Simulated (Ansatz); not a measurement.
# Structural relaxation of glassy CaAl2Si2O8 (156 atoms), part 3 of 3

Wanted: the relaxed structure of glassy CaAl2Si2O8 (156 atoms) and its electronic structure.

Ansatz 0.2.0; Kohn-Sham DFT, PBE, PAW (set soft_2), plane waves.

The cell: 24 Al, 12 Ca, 96 O and 24 Si. The quench rate of 20 K/ps is orders of magnitude faster than experiment. The starting topology of bonds comes from the classical model. Only the Γ point is sampled, in a cell whose shortest periodic width is 13 Å.

So far, density (g/cm³): step 4 (distances and neighbours after relaxation) 2.71.

## Step 5: Single point at the relaxed geometry

One more single point at the end of the walk gives the fuller output and checks the residual forces.

Contents of input.yaml:

```yaml
crystal:
  lattice:
    - [12.6974, 0.0, 0.0]
    - [0.0, 12.6974, 0.0]
    - [0.0, 0.0, 12.6974]
  atoms:
    - { symbol: Al, position: [0.57973, 0.2855, 0.34142] }
    - { symbol: Al, position: [0.52559, 0.42856, 0.61263] }
    - { symbol: Al, position: [0.29971, 0.43601, 0.49997] }
    - { symbol: Al, position: [0.64323, 0.76557, 0.44626] }
    - { symbol: Al, position: [0.39118, 0.10094, 0.90862] }
    - { symbol: Al, position: [0.51104, 0.46683, 0.2021] }
    - { symbol: Al, position: [0.95543, 0.05239, 0.00669] }
    - { symbol: Al, position: [0.36413, 0.64075, 0.22878] }
    - { symbol: Al, position: [0.85229, 0.52494, 0.29097] }
    - { symbol: Al, position: [0.52884, 0.53072, 0.41533] }
    - { symbol: Al, position: [0.29009, 0.30025, 0.0525] }
    - { symbol: Al, position: [0.24408, 0.76883, 0.56358] }
    - { symbol: Al, position: [0.73239, 0.15664, 0.99698] }
    - { symbol: Al, position: [0.03614, 0.93138, 0.39025] }
    - { symbol: Al, position: [0.76496, 0.90504, 0.02196] }
    - { symbol: Al, position: [0.80704, 0.0235, 0.81155] }
    - { symbol: Al, position: [0.27163, 0.41361, 0.76318] }
    - { symbol: Al, position: [0.32721, 0.76951, 0.97105] }
    - { symbol: Al, position: [0.0869, 0.55748, 0.21088] }
    - { symbol: Al, position: [0.82945, 0.85082, 0.27304] }
    - { symbol: Al, position: [0.61234, 0.92304, 0.66448] }
    - { symbol: Al, position: [0.41464, 0.82878, 0.40799] }
    - { symbol: Al, position: [0.56284, 0.80577, 0.87369] }
    - { symbol: Al, position: [0.5594, 0.0238, 0.05921] }
    - { symbol: Ca, position: [0.93501, 0.69357, 0.44812] }
    - { symbol: Ca, position: [0.81046, 0.76915, 0.78003] }
    - { symbol: Ca, position: [0.13014, 0.13755, 0.18336] }
    - { symbol: Ca, position: [0.5503, 0.99705, 0.2953] }
    - { symbol: Ca, position: [0.91891, 0.69177, 0.07326] }
    - { symbol: Ca, position: [0.49182, 0.70191, 0.64415] }
    - { symbol: Ca, position: [0.36932, 0.96738, 0.67088] }
    - { symbol: Ca, position: [0.96286, 0.21947, 0.44704] }
    [... 118 atom lines left out ...]
    - { symbol: Si, position: [0.77163, 0.44724, 0.52002] }
    - { symbol: Si, position: [0.27933, 0.02266, 0.40841] }
    - { symbol: Si, position: [0.10238, 0.26964, 0.89704] }
    - { symbol: Si, position: [0.24996, 0.66653, 0.77439] }
    - { symbol: Si, position: [0.54384, 0.55181, 0.83914] }
    - { symbol: Si, position: [0.69918, 0.23453, 0.78597] }
kpoints:
  mp_grid: { grid: [1, 1, 1] }
hamiltonian:
  xc: pbe
scf:
  occupations: { method: fixed }
output:
  forces: true
  stress: true
  populations: true
  dos:
    method: { smearing: { sigma: 0.1 } }
    de: 0.1
    projected: { site_lists: { Al: [Al], Ca: [Ca], O: [O], Si: [Si] } }
  eigenvalues: true
  write_density: true
  write_potential: true
  volumetric_format: npy
  elf: true
```

Started as:

```console
$ ansatz run input.yaml --threads 4 --pin off --max-ram 8192MiB --backend cpu --events-out ev --progress --plain --runs-dir out
```

Numbers of over 12 decimals in the logs are rounded to 6 here.

The program printed:

```text
[...]
Crystal: 156 atoms, lattice volume = 2047.125 Å³
Basis set: ecut = 420 eV, 40099 PW (Γ), exchange–correlation on 180×180×180 points (8 copies of the dense FFT grid, shifted against one another)
Bands: 588, of which v1, the nominal top of the filled ones, is band 432 counted from 1 (431 counted from 0)
Symmetry: 1 space group operations
[...]
k-points: 1
[...]
SCF iter   1: F=—  HF=-104641.203003 eV  |F-HF|=—  |Δ(HF+E_count)|=         —  Δρ=1.98e-3  dr2=8.99e-2  ethr=1.77e-3  ⟨swp⟩=5.0  Hψ=2101  notcnv=0  defer=154
[...]
SCF iter   9: F=-104641.214603 eV  HF=-104641.214603 eV  |F-HF|=4.13e-9  |Δ(HF+E_count)|=   3.02e-7  Δρ=2.05e-6  dr2=8.40e-8  ethr=1.16e-11  ⟨swp⟩=23.0  Hψ=6302  notcnv=0
SCF 1 converged in 9 iterations: F = -104641.214603 eV  dr2 = 8.40e-8
[...]
SCF converged after 9 iterations
Free energy (F): -104641.214603 eV
[...]
Internal energy: -104641.214603 eV  (E = F + TS)
E sigma→0 (E₀):  -104641.214603 eV
Fermi energy:    4.157716 eV
[...]
--- Forces (eV/Å), atoms counted from 1 ---
  atom   1  Al    -0.00179304    -0.00393677     0.00161202
  atom   2  Al    -0.00248354    -0.00360366    -0.00251731
  atom   3  Al     0.00258752     0.00510504    -0.00905810
  atom   4  Al    -0.00001710     0.00558515    -0.00763543
  atom   5  Al     0.00569146     0.00362067     0.00370042
  atom   6  Al     0.00311590    -0.00035151     0.00382510
  atom   7  Al    -0.00915330    -0.00321709     0.00823869
  atom   8  Al     0.00721096     0.00175734     0.00919383
  atom   9  Al    -0.00127179     0.00438077    -0.00626007
  atom  10  Al    -0.00337922     0.00344692     0.00020431
  atom  11  Al     0.00568704    -0.00382616     0.00344908
  atom  12  Al     0.01776681     0.01112015    -0.01549266
  atom  13  Al     0.00267600    -0.00620031    -0.00173598
  atom  14  Al     0.00140530    -0.00430392    -0.00730872
[...]
atom 155  Si    -0.00042073     0.00339553    -0.00459536
  atom 156  Si     0.00277266    -0.01129025     0.00022330
  max |Σ_I F_I| component: 1.69e-4 eV/Å
--- Stress (GPa, compression-positive) ---
       -1.422297      -0.520435      -0.587299
       -0.520436       1.518674       0.220258
       -0.587299       0.220260      -2.323344
  P = ⅓ Tr σ = -0.7423 GPa (-7.423 kbar)
--- Band table (eV) ---
[...]
--- Löwdin populations: 156 sites ---
  site symbol       q [e]
     0     Al      1.6982
     1     Al      1.6546
     2     Al      1.6506
[...]
155     Si      2.2438
  spilling = 0.012072 (of n_electrons = 864.000000)
```

It took 87 s on 4 threads of Arm Neoverse V1, shared host; peak memory 3.2 GiB; 5.2 min of CPU time.

Read from the output:

* free energy: -104641.2146 eV
* free energy per atom: -670.7770 eV/atom
* SCF cycles: 9
* pressure: -0.7423 GPa
* r.m.s. force component: 0.00599 eV/Å
* longest force: 0.03459 eV/Å
* Fermi energy: 4.158 eV
* gap (highest filled to lowest empty level): 3.85 eV
* spilling of the projection: 0.01207

Löwdin charges by element and coordination (they lack the spilled electrons, 0.067 e an atom on average):

```csv
element,coordination,atoms,mean charge (e),spread,least,most
Al,all,24,1.31,0.0458,1.15,1.37
Al,4,21,1.30,0.0452,1.15,1.36
Al,5,3,1.35,0.0199,1.32,1.37
Ca,all,12,1.80,0.0146,1.78,1.83
Ca,4,1,1.82,0,1.82,1.82
Ca,5,4,1.80,0.0102,1.79,1.81
Ca,6,5,1.80,0.0141,1.79,1.83
Ca,7,2,1.80,0.0187,1.78,1.82
O,all,96,-0.867,0.0769,-1.11,-0.744
O,2,30,-0.814,0.031,-0.885,-0.763
O,3,60,-0.885,0.0803,-1.11,-0.744
O,4,6,-0.951,0.0298,-0.977,-0.890
Si,all,24,1.70,0.0362,1.59,1.76
Si,4,23,1.70,0.037,1.59,1.76
Si,5,1,1.70,0,1.70,1.70
```

Density of states as counts of states in windows of 1 eV (from the Fermi level), total and the larger projections:

```csv
from (eV),to (eV),total,O p,Si p,O s
-18,-17,77.6,0.7,7.6,60.2
-17,-16,42.7,0.4,2.0,33.6
-16,-15,3.7,0.0,0.3,2.9
-15,-14,2.9,0.0,0.0,2.3
-14,-10,0.0,0.0,0.0,0.0
-10,-9,2.0,1.3,0.1,0.1
-9,-8,14.8,9.9,0.7,0.8
-8,-7,16.7,11.5,1.0,0.9
-7,-6,31.6,23.2,2.9,0.9
-6,-5,50.9,38.9,5.2,1.1
-5,-4,64.1,50.9,5.0,1.9
-4,-3,91.0,77.2,3.6,2.4
-3,-2,108.0,98.3,2.0,1.5
-2,-1,124.8,117.7,1.4,0.9
-1,0,70.8,67.9,0.4,0.3
0,1,1.4,1.3,0.0,0.0
1,3,0.0,0.0,0.0,0.0
3,4,2.0,0.0,0.0,0.5
4,5,2.3,0.2,0.1,0.3
```

With fixed occupations the program's Fermi level is the highest filled level; weight inside the gap is the broadening of levels at its edges.

Between -26 and -18 eV lie 137 more states.

The levels nearest the highest filled one (over half full), pooled over k-points and spins:

```csv
level less the highest filled one (eV),occupation
-0.317,2
-0.257,2
-0.204,2
-0.135,2
-0.0686,2
0,2
3.85,0
4.89,0
5.09,0
5.11,0
5.31,0
5.44,0
```

ELF in the ab plane at fractional z = 0.297, with atoms of Al and Ca and O and Si within 0.2 Å of it. It is the smooth field of the valence electrons, not physical close to the nuclei.

Ten even steps from '0' (0.00) to '9' (0.85), each cell a mean:
```
221135541014899723999971069967851122
321125541015899720355410025899731223
863002320002455200122210001232115888
984100000000000002577630012320029988
974000000011110001466520025773027999
631000000136641000122100024564213677
000001342137974100000000000111000000
420015897324873111100000000000000244
973026999732223677631000002343104799
896115788741148988973000002443116984
985111233210159956962000000110005998
631243200000037898521220000000001677
013788741000002442258874100134431111
026899851000000012699997200378986200
024789730011000002689984100479997400
123332211222100000145421111257764100
468875211222124443200046764212210000
798798401111148888620289986224665201
699798301221148999731378873148999710
157873126887424676310135531059999610
101110179999720111000001100036886311
751000169999610000011100000112321578
974000024664100001689740036777622899
762012110111356305999981069978952578
```
Columns run along a (12.7 Å), rows up along b (12.7 Å). Atoms in or near the plane, at fractional coordinates: Al at (0.85, 0.52), Ca at (0.55, 0.00), O at (0.79, 0.99), O at (0.98, 0.59), O at (0.08, 0.24), O at (0.46, 0.57), Si at (0.32, 0.24).

Valence density in the ab plane at fractional z = 0.297, with atoms of Al and Ca and O and Si within 0.2 Å of it. It is the smooth field of the valence electrons, not physical close to the nuclei.

Ten steps, logarithmic in the rise over the least value, from '0' (0.0 e/Å³) to '9' (6.8 e/Å³), each cell a mean:
```
211111111112344324799851125899642222
211111110012344322455420013566432222
431000000001122211222210001232223566
641000000000011111233210001221125799
531000000001111111222210012332224677
210000000123332100111100011222112343
000001222234543100000000000111000111
210013455434443211000000000111001122
642124677533333444310000001122112467
863223566432235798631000001222224699
753212232211125899742100000122113688
322222210000013566532210000111112344
112455421000001223345542000123332111
013577531000000012467753100135543100
013466431110000001356653101245653100
023343322222110011233332211234432100
235654222333222222221234432222221000
368985322332234554321245653223443111
368985212332235565321234542235786411
235543224665333343211112221136886421
111111246886421111000000000024565322
421000136775310000112100000123333455
532000113443211002567520012455433566
431101111111222224899852124898643445
```
Columns run along a (12.7 Å), rows up along b (12.7 Å). Atoms in or near the plane, at fractional coordinates: Al at (0.85, 0.52), Ca at (0.55, 0.00), O at (0.79, 0.99), O at (0.98, 0.59), O at (0.08, 0.24), O at (0.46, 0.57), Si at (0.32, 0.24).

Mean Löwdin charges: Al +1.31, Ca +1.80, O -0.87, Si +1.70 e (they miss 1.2 % of the electrons, so they add up to more than the cell's charge).

The surroundings of O45, which has 4 bonded neighbours where the commonest count for O is 3, nearest first, numbered as they follow in the input and with coordinates relative to it.

```csv
atom,x,y,z,distance (Å),bonds,Löwdin charge (e)
O45,0.00,0.00,0.00,0.00,4,-0.89
Si153,-0.65,-1.11,1.00,1.64,4,1.70
Al17,1.50,0.71,-0.70,1.80,4,1.30
O125,-2.00,-0.34,1.60,2.58,3,-0.80
Ca35,-0.84,2.14,1.21,2.60,6,1.79
Ca34,-1.11,0.45,-2.35,2.64,5,1.80
O65,-1.10,-2.40,0.11,2.65,2,-0.78
O58,1.26,2.36,-0.09,2.68,3,-0.87
O92,0.25,-1.47,2.32,2.76,3,-0.86
O64,1.25,0.59,-2.45,2.81,3,-0.94
O42,2.89,-0.10,-0.06,2.89,2,-0.83
O77,-1.95,2.02,-0.92,2.96,3,-1.01
O37,1.63,0.91,2.37,3.01,2,-0.84
```

The column of bonds counts only the pairs O-Al within 2.23 Å, O-Si within 2.16 Å, O-Ca within 2.93 Å; other neighbours, such as metal atoms beside each other in a compound, aren't counted, and periodic images can show an atom twice.

## Step 6: Summary of results

- energy change in the relaxation: -84.44 meV/atom
- r.m.s. displacement: 0.277 Å
- largest displacement: 0.966 Å
- free energy per atom: -670.7770 eV/atom
- pressure: -0.7423 GPa
- r.m.s. force component: 0.00599 eV/Å
- gap (highest filled to lowest empty level): 3.85 eV
- wall time of the 3 DFT runs: 23 min

Relaxation lowers the energy by 84.4 meV/atom and moves atoms by 0.28 Å r.m.s.; the r.m.s. force component goes from 1.3 to 0.0060 eV/Å, the pressure goes from 4.5 to -0.74 GPa, and the gap from 3.44 to 3.85 eV. By the final cutoffs 5 of 259 bonded pairs parted and 10 joined. First to last step the energy falls by 13.173 eV; the largest move, 0.97 Å, is that of O84. The O-Ca bonds change most in mean length: from 2.513 Å (spread 0.183) to 2.468 Å (spread 0.166), and their number from 67 to 68. With the cutoffs above, 88 % of Al atoms have 4, 42 % of Ca atoms have 6, 62 % of O atoms have 3 and 96 % of Si atoms have 4 bonded neighbours. 75 % of the oxygens bridge two formers (Si and Al) and 10 % are non-bridging; 15 % join three. The highest filled and lowest empty levels differ by 3.85 eV (at Γ alone); a semilocal functional tends to put such gaps too low. In a disordered cell it changes from sample to sample, and tail or defect levels can set it.

Caveats: The starting topology of bonds comes from the classical model; in DFT 5 of its 259 bonded pairs passed out of the cutoffs and 10 came within them. The stress is far from hydrostatic: its diagonal is -1.4, 1.5, -2.3 GPa, compression counted positive.

Calculation beside experiment:

```csv
quantity,measured,this cell,difference,method of the measurement
nearest Si–O distance,1.6 Å,1.65 Å,+3.1 %,"high-energy XRD, PDF Gaussian fit"
number of O about Si,3.85,4.04,+5.0 %,"high-energy XRD, PDF Gaussian fit"
nearest Al–O distance,1.75 Å,1.79 Å,+2.3 %,"high-energy XRD, PDF Gaussian fit"
number of O about Al,4,4.12,+3.1 %,"high-energy XRD, PDF Gaussian fit"
nearest Ca–O distance,2.36 Å,2.42 Å,+2.5 %,"high-energy XRD, Gaussian fit to PDF"
number of O about Ca,5.2,5.67,+9.0 %,"high-energy XRD, Gaussian fit to PDF"
```

The cell differs from the measured distances by up to 3.1 % and neighbour counts by up to 9.0 %. Distances of this cell are positions of the first main peak of g(r), or bond means where the peak is narrow; means over all bonds within a cutoff lie farther out for broad shells. The network comes from the model that made the cell; in DFT 5 of its 259 bonded pairs passed out of the cutoffs and 10 came within them. Our coordination numbers hang on a cutoff, and experiments count neighbours in their own ways.

[Logs are printed without paths, hosts, clocks, repeated set-up lines and the standing remarks that a program may print on its own settings, such as how far it seeks lower states.]

[Hosts, paths, dates, database ids (printed as entryN), source tags and the programs' standing remarks are cut or masked in the printed files.]
